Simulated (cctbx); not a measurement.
# What is wrong with this refinement?

Cell a = 5.2160 Å, b = 8.8630 Å, c = 9.2440 Å, α = 90.00°, β = 90.00°, γ = 90.00°; space group Immm (no. 71). The compound is DySc6Cu6.

Simulated single-crystal data (cctbx): Cu Kα, λ = 1.54184 Å, to d = 0.83 Å, 80 % of the full sphere, strongest reflection 70000 counts, noise from counting, a 1.5 % proportional error and a noise floor of 8 counts (s.d.); no absorption.

An anisotropic refinement with weights 1/σ² prints:

```text
Rint 0.012, 71 unique reflections to 1.30 A
cycle     R1     wR2    GooF  max shift (A)
   1  0.0045  0.0098   1.064   0.00192
   2  0.0037  0.0073   0.802   0.00000
final R1 0.0037 wR2 0.0073 GooF 0.802  parameters 25  data/parameter 2.8
atom        x        y        z      Ueq    occ   su(xyz)  su(Uiso or U11)
Dy1    0.00000  0.00000  0.00000   0.0162  1.000  0.00000  0.0003
Cu1    0.00000  0.26956  0.50000   0.0194  1.000  0.00007  0.0005
Cu2    0.25000  0.75000  0.25000   0.0178  1.000  0.00000  0.0006
Sc1    0.50000  0.00000  0.19914   0.0214  1.000  0.00010  0.0007
Sc2    0.50000  0.84552  0.50000   0.0207  1.000  0.00009  0.0007
Sc3    0.00000  0.00000  0.65295   0.0251  1.000  0.00010  0.0007
difference map: max 0.06 min -0.07 rms 0.02
Q1    0.1219  0.5000  0.5000    4    0.06  1.95 A from Sc1
Q2    0.0000  0.4225  0.2078    8    0.05  1.10 A from Sc1
Q3    0.1501  0.0000  0.5000    4    0.05  1.62 A from Sc3
Q4    0.0000  0.1146  0.2241    8    0.05  1.52 A from Sc3
Q5    0.1111  0.3667  0.1667   16    0.05  1.48 A from Cu2
Q6    0.1752  0.3117  0.1079   16    0.04  1.39 A from Sc2
```

Q: Accept it or mend it, and why?

Mend it. The fault: data cut at low resolution. Against the right model at the same level, R1 goes from 0.0055 to 0.0037 and GooF from 0.94 to 0.80. The atoms are right, but there are too few data for the parameters: R1 flatters and the s.u.s grow. Data per parameter fall from 10 to 2.8.

The compound is DySc6Cu6. The right model at the same level gives:

```text
Rint 0.015, 250 unique reflections to 0.83 A
cycle     R1     wR2    GooF  max shift (A)
   1  0.0055  0.0123   0.966   0.00006
   2  0.0055  0.0120   0.943   0.00000
final R1 0.0055 wR2 0.0120 GooF 0.943  parameters 25  data/parameter 10.0
atom        x        y        z      Ueq    occ   su(xyz)  su(Uiso or U11)
Dy1    0.00000  0.00000  0.00000   0.0160  1.000  0.00000  0.0001
Cu1    0.00000  0.26968  0.50000   0.0195  1.000  0.00004  0.0002
Cu2    0.25000  0.75000  0.25000   0.0177  1.000  0.00000  0.0001
Sc1    0.50000  0.00000  0.19923   0.0207  1.000  0.00005  0.0002
Sc2    0.50000  0.84573  0.50000   0.0203  1.000  0.00005  0.0002
Sc3    0.00000  0.00000  0.65300   0.0255  1.000  0.00005  0.0002
difference map: max 0.18 min -0.16 rms 0.04
Q1    0.0000  0.1481  0.2257    8    0.18  1.60 A from Cu2
Q2    0.2081  0.0000  0.5000    4    0.15  1.78 A from Sc3
Q3    0.0938  0.3874  0.3018   16    0.14  1.11 A from Sc1
Q4    0.1579  0.3344  0.1502   16    0.14  1.28 A from Cu2
Q5    0.0690  0.5000  0.0000    4    0.13  1.41 A from Sc2
Q6    0.0000  0.0000  0.5000    2    0.13  1.41 A from Sc3
```

This is a model crystal, built by substitution and not relaxed, with assumed displacement parameters.

[Middle refinement cycles are left out of these outputs.]

[Logs are printed without paths, hosts, clocks, repeated set-up lines and the standing remarks that a program may print on its own settings, such as how far it seeks lower states.]
